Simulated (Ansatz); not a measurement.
# MgGaSi: relaxing a made-up structure, part 2 of 2

Starting from a made-up structure for MgGaSi, the aim is the relaxed cell, its shortest contacts and, where a second run follows, its electronic structure.

Ansatz 0.2.0; DFT, PBE, plane-wave PAW, files of the set soft_1, scalar-relativistic, no spin, cell and ions relaxed at zero pressure; PAW set soft_1 (the session's first sound run).

So far: Set-up; Relaxation of the guess. The relaxed cell has a = 4.120, c = 4.006 Å (conventional setting).

### Step 3. Bands of the relaxed cell

A second self-consistent run takes a narrower smearing and the mesh shown in its input; the bands follow along the standard path of the relaxed lattice.

This step: DFT, PBE, plane-wave PAW, files of the set soft_1, scalar-relativistic, no spin, bands and density of states at the relaxed cell; PAW set soft_1 (Ansatz 0.2.0).

input.yaml

```yaml
crystal:
  lattice:
    - [4.1197538781, 0.0, 0.0]
    - [-2.059876939, 3.5678115158, 0.0]
    - [0.0, 0.0, 4.0058600952]
  atoms:
    - { symbol: Ga, position: [0.3333333333, 0.6666666667, 0.5] }
    - { symbol: Si, position: [0.6666666667, 0.3333333333, 0.5] }
    - { symbol: Mg, position: [0.0, 0.0, 0.0] }
kpoints:
  mp_grid: { grid: [10, 10, 8] }
  band_path:
    path:
      - [[0.0, 0.0, 0.0], [0.5, 0.0, 0.0], [0.33333333, 0.33333333, 0.0], [0.0, 0.0, 0.0], [0.0, 0.0, 0.5], [0.5, 0.0, 0.5], [0.33333333, 0.33333333, 0.5], [0.0, 0.0, 0.5]]
      - [[0.5, 0.0, 0.5], [0.5, 0.0, 0.0]]
      - [[0.33333333, 0.33333333, 0.0], [0.33333333, 0.33333333, 0.5]]
    npoints: 8
scf:
  occupations: { method: fermi_dirac, width: 0.03 }
  n_extra_bands: 7
hamiltonian:
  xc: pbe
  pseudopotentials: { kind: paw, azcp: { folder: soft_1 } }
output:
  forces: true
  stress: true
  write_bands: true
  dos: { projected: true }
  write_density: true
  write_potential: true
  elf: true
  volumetric_format: npy
```

On the command line:

```console
$ ansatz run input.yaml --threads 4 --pin off --max-ram 8192MiB --backend cpu --events-out ev --progress --plain --runs-dir out
```

Numbers of over 12 decimals in the logs are rounded to 6 here.

The log of the run:

```text
[...]
Crystal: 3 atoms, lattice volume = 58.880 Å³
Basis set: ecut = 420 eV, 1141 PW (Γ), exchange–correlation on 60×60×54 points (8 copies of the dense FFT grid, shifted against one another)
Bands: 21, of which v1, the nominal top of the filled ones, is band 14 counted from 1 (13 counted from 0)
Symmetry: 12 space group operations
[...]
k-points: 70 of 800 (time reversal used)
[...]
SCF iter   1: F=—  HF=-6342.464866 eV  |F-HF|=—  |Δ(HF+E_count)|=         —  Δρ=3.24e-2  dr2=6.94e-1  ethr=3.10e-3  ⟨swp⟩=6.2  Hψ=8182  notcnv=0
[...]
SCF iter   9: F=-6342.321070 eV  HF=-6342.321070 eV  |F-HF|=3.79e-9  |Δ(HF+E_count)|=   2.77e-8  Δρ=5.89e-6  dr2=1.39e-8  ethr=3.70e-10  ⟨swp⟩=14.0  Hψ=10194  notcnv=0
SCF 1 converged in 9 iterations: F = -6342.321070 eV  dr2 = 1.39e-8
[...]
NSCF: frozen V_eff on 75 k-points
SCF converged after 9 iterations
Free energy (F): -6342.321070 eV
[...]
Internal energy: -6342.315941 eV  (E = F + TS)
E sigma→0 (E₀):  -6342.318506 eV
Entropy (-TS):   -0.005129 eV (-1.710 meV/atom)
Fermi energy:    7.925460 eV
[...]
--- Stress (GPa, compression-positive) ---
        0.013817       0.000000       0.000000
        0.000000       0.013817       0.000000
        0.000000       0.000000       0.506705
  P = ⅓ Tr σ = 0.1781 GPa (1.781 kbar)
--- Band table (eV; the first three rows and the last of 70) ---
  k-point 0: bands = [... 10 lower, 6.0061, 6.5755, 6.5755, 7.9361, 8.5437, 9.3767, 9.3767, 12.0703, ... 3 higher]
  k-point 1: bands = [... 10 lower, 4.9284, 6.6395, 6.6395, 8.1304, 9.4759, 9.4759, 9.7652, 12.2356, ... 3 higher]
  k-point 2: bands = [... 10 lower, 3.4635, 6.8051, 6.8051, 8.4289, 9.7519, 9.7519, 11.6610, 12.7829, ... 3 higher]
  k-point 69: bands = [... 10 lower, 1.0813, 3.2669, 4.8689, 5.9042, 7.3246, 12.1972, 12.7079, 14.7727, ... 3 higher]
```

Wall time 3.2 s (4 threads of Arm Neoverse V2, shared host); peak memory 0.42 GiB.

This step gave:

```yaml
free_energy: -6342.3211 eV
energy_at_zero_smearing: -6342.3185 eV
smearing_term_ts: 0.005129 eV
fermi_energy: 7.925 eV
pressure: 0.1781 GPa
```

bands.tsv at the labelled points (eV, zero at the Fermi level; the bands that come nearest the Fermi level along the path):

```
point  band 10  band 11  band 12  band 13  band 14  band 15  band 16  band 17
    Γ   -11.31    -1.92    -1.35    -1.35     0.01     0.62     1.45     1.45
    M    -9.10    -7.76    -3.15    -1.11     0.08     1.83     3.01     3.64
    K    -8.41    -7.77    -5.71     0.61     1.82     3.39     3.63     3.81
    Γ   -11.31    -1.92    -1.35    -1.35     0.01     0.62     1.45     1.45
    A   -10.49    -5.97    -0.85    -0.85     1.08     2.38     2.38     3.98
    L    -8.43    -6.92    -3.51    -2.57    -2.49     0.07     2.89     2.97
    H    -7.78    -7.02    -4.78    -2.78    -2.24    -0.78     4.84     4.95
    A   -10.49    -5.97    -0.85    -0.85     1.08     2.38     2.38     3.98
    L    -8.43    -6.92    -3.51    -2.57    -2.49     0.07     2.89     2.97
    M    -9.10    -7.76    -3.15    -1.11     0.08     1.83     3.01     3.64
    K    -8.41    -7.77    -5.71     0.61     1.82     3.39     3.63     3.81
    H    -7.78    -7.02    -4.78    -2.78    -2.24    -0.78     4.84     4.95
```

Counts of states for the cell as run, both spins, by energy window (eV from the Fermi level):

```csv
from,to,total
-8,-7,0.39
-7,-6,0.66
-6,-5,0.64
-5,-4,0.98
-4,-3,1.27
-3,-2,1.17
-2,-1,0.98
-1,0,0.84
0,1,1.42
1,2,1.42
2,3,1.43
3,4,1.68
4,5,1.58
5,6,1.66
```

Below -8 eV lie 20.0 more states.

Valence density in the ab plane at fractional z = 0.500, with atoms of Ga and Si within 0.2 Å of it. It is the smooth field of the valence electrons, not physical close to the nuclei.

Ten steps, logarithmic in the rise over the least value, from '_' (0 e/Å³) to '@' (34 e/Å³), each cell a mean:
```
________..........__________
________..::::::..__________
____..::==**++--..__________
____..==%%@@##--..__________
....--**@@@@**::....________
....==##%%##--::............
....--====--................
....::::::..........__......
..................____......
__________......______......
__________..............____
__________..............____
__________..........________
__________..........________
```
Columns run along a (4.1 Å), rows up along b (4.1 Å). Atoms in or near the plane, at fractional coordinates: Ga at (0.33, 0.67), Si at (0.67, 0.33).

ELF in the ab plane at fractional z = 0.500, with atoms of Ga and Si within 0.2 Å of it. It is the smooth field of the valence electrons, not physical close to the nuclei.

Values, 14 rows by 14 columns, each cell a mean:
```
0.11 0.14 0.24 0.34 0.42 0.43 0.42 0.42 0.43 0.42 0.33 0.21 0.13 0.10
0.16 0.21 0.29 0.31 0.30 0.28 0.26 0.29 0.31 0.32 0.28 0.21 0.15 0.13
0.28 0.32 0.30 0.26 0.16 0.08 0.09 0.19 0.28 0.31 0.32 0.27 0.24 0.24
0.43 0.37 0.28 0.17 0.04 0.02 0.05 0.18 0.30 0.39 0.43 0.40 0.38 0.40
0.56 0.38 0.22 0.06 0.05 0.05 0.10 0.25 0.43 0.59 0.60 0.56 0.57 0.61
0.60 0.38 0.18 0.05 0.02 0.06 0.22 0.38 0.65 0.73 0.65 0.60 0.68 0.74
0.62 0.38 0.22 0.14 0.15 0.24 0.43 0.67 0.80 0.68 0.49 0.52 0.74 0.81
0.61 0.38 0.28 0.26 0.28 0.39 0.66 0.80 0.70 0.49 0.39 0.48 0.75 0.82
0.57 0.39 0.30 0.31 0.42 0.61 0.76 0.69 0.47 0.47 0.45 0.49 0.73 0.76
0.47 0.35 0.31 0.35 0.50 0.65 0.67 0.50 0.41 0.48 0.40 0.50 0.68 0.65
0.29 0.23 0.24 0.31 0.48 0.59 0.57 0.47 0.44 0.44 0.48 0.57 0.56 0.44
0.18 0.15 0.19 0.28 0.45 0.58 0.65 0.65 0.65 0.64 0.63 0.57 0.41 0.28
0.11 0.11 0.17 0.27 0.48 0.64 0.77 0.81 0.81 0.75 0.60 0.43 0.24 0.15
0.09 0.11 0.18 0.30 0.50 0.64 0.72 0.74 0.71 0.64 0.47 0.30 0.16 0.11
```
Columns run along a (4.1 Å), rows up along b (4.1 Å). Atoms in or near the plane, at fractional coordinates: Ga at (0.33, 0.67), Si at (0.67, 0.33).

Electrostatic potential energy in the ab plane at fractional z = 0.500, with atoms of Ga and Si within 0.2 Å of it. With pseudopotentials it is smooth inside the atoms' cores, unlike the true potential.

Ten even steps from '0' (-28 eV) to '9' (38 eV), each cell a mean:
```
55554434455555
55544444445555
55446875345555
55459995455555
54589984455445
43599854443344
43466434310024
44344443000013
54444541032024
55555420131034
55555420000245
55555420013455
55555443345555
55555544455555
```
Columns run along a (4.1 Å; values clipped at the 3rd and 97th percentile), rows up along b (4.1 Å). Atoms in or near the plane, at fractional coordinates: Ga at (0.33, 0.67), Si at (0.67, 0.33).

### Step 4. Results

```yaml
space_group_relaxed: P-6m2
conventional_cell: a = 4.120, b = 4.120, c = 4.006 Å; α = 90.0°, β = 90.0°, γ = 120.0°
volume_per_atom: 19.63 Å³ (guess 16.51)
```

MgGaSi relaxes to P-6m2 with a = 4.120, b = 4.120 and c = 4.006 Å. The guessed volume was 16 % too small. The space group P-6m2 was held in the relaxation, so the end point is a stationary structure within it and may be a saddle against distortions or other arrangements. Bands cross the Fermi level, so it is a metal or semimetal at this level. The electron count is odd, which forces that without spin polarisation or a larger cell. On the 10×10×8 mesh with the narrower smearing (relaxed on 8×8×7) the forces vanish, as symmetry may demand, and the largest stress component is 0.507 GPa, against the relaxation's thresholds of 0.015 eV/Å and 0.05 GPa. The cutoff wasn't tested. A vector of the cell changed its length by 11 %, more than the volume shows. No dispersion term is used, so weakly bound directions may come out too long. Nothing here tests whether the compound is stable against decomposition.

[Logs are printed without paths, hosts, clocks, repeated set-up lines and the standing remarks that a program may print on its own settings, such as how far it seeks lower states.]

[Hosts, paths, dates, database ids (printed as entryN), source tags and the programs' standing remarks are cut or masked in the printed files.]
